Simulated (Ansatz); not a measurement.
Planning a GW calculation on WSeS (P-3m1).

```yaml
crystal:
  lattice:
    - [3.24811, 0.00000, 0.00000]
    - [-1.62406, 2.81295, 0.00000]
    - [0.00000, 0.00000, 13.45876]
  atoms:
    - { symbol: W, position: [0.33333, 0.66667, 0.25685] }
    - { symbol: W, position: [0.66667, 0.33333, 0.74315] }
    - { symbol: Se, position: [0.33333, 0.66667, 0.86928] }
    - { symbol: Se, position: [0.66667, 0.33333, 0.13072] }
    - { symbol: S, position: [0.66667, 0.33333, 0.37024] }
    - { symbol: S, position: [0.33333, 0.66667, 0.62976] }
```

The cell and positions are those that the Materials Project relaxed with its own functionals (PBE, PBE+U or r2SCAN), kept fixed. Spin-orbit coupling is left out unless a run names it.

Runs so far (Ansatz 0.2.0, start LDA, hard PAW files, 9×9×2 mesh). Times are wall times on 1 × NVIDIA H100 80GB HBM3 (shared by 3 runs) with 4 threads of AMD EPYC 7R13 (Zen 3), shared host, good to a factor of about two.

| bands summed | cutoff (eV) | gap on the mesh (eV) | time |
| --- | --- | --- | --- |
| 372 | 110 | 1.546 | 2.1 min |
| 781 | 190 | 1.584 | 4.5 min |

Question: What should the next rung give, with 1288 bands and screening to 270 eV, and where is the limit?

The error falls about as one over the bands when the cutoff rises with them. A line through the two highest rungs given predicts 1.597 eV; the run gave 1.595 eV, close to it. The two highest rungs put the limit near 1.613 eV, the pair below near 1.618 eV; their difference is a rough measure of what is unsettled in bands and cutoff; the mesh is a separate error.

The 9×9×2 mesh misses a band edge: on 12×12×2 the LDA gap is 1.04 eV, so these values are not the fundamental gap, which lies some 0.09 eV lower. Limits: not at the basis limit; no spin-orbit coupling.

[Paths, hosts, dates, memory and timing lines, banners, echoed tables and standing remarks are left out of the program output.]

[Logs are printed without paths, hosts, clocks, repeated set-up lines and the standing remarks that a program may print on its own settings, such as how far it seeks lower states.]

[Runs of the session that timed out or met a known fault of the program may be left out.]

[Cells called generated may have been cut or substituted from an entry of the Crystallography Open Database or the Materials Project.]

[Hosts, paths, dates, database ids (printed as entryN), source tags and the programs' standing remarks are cut or masked in the printed files.]
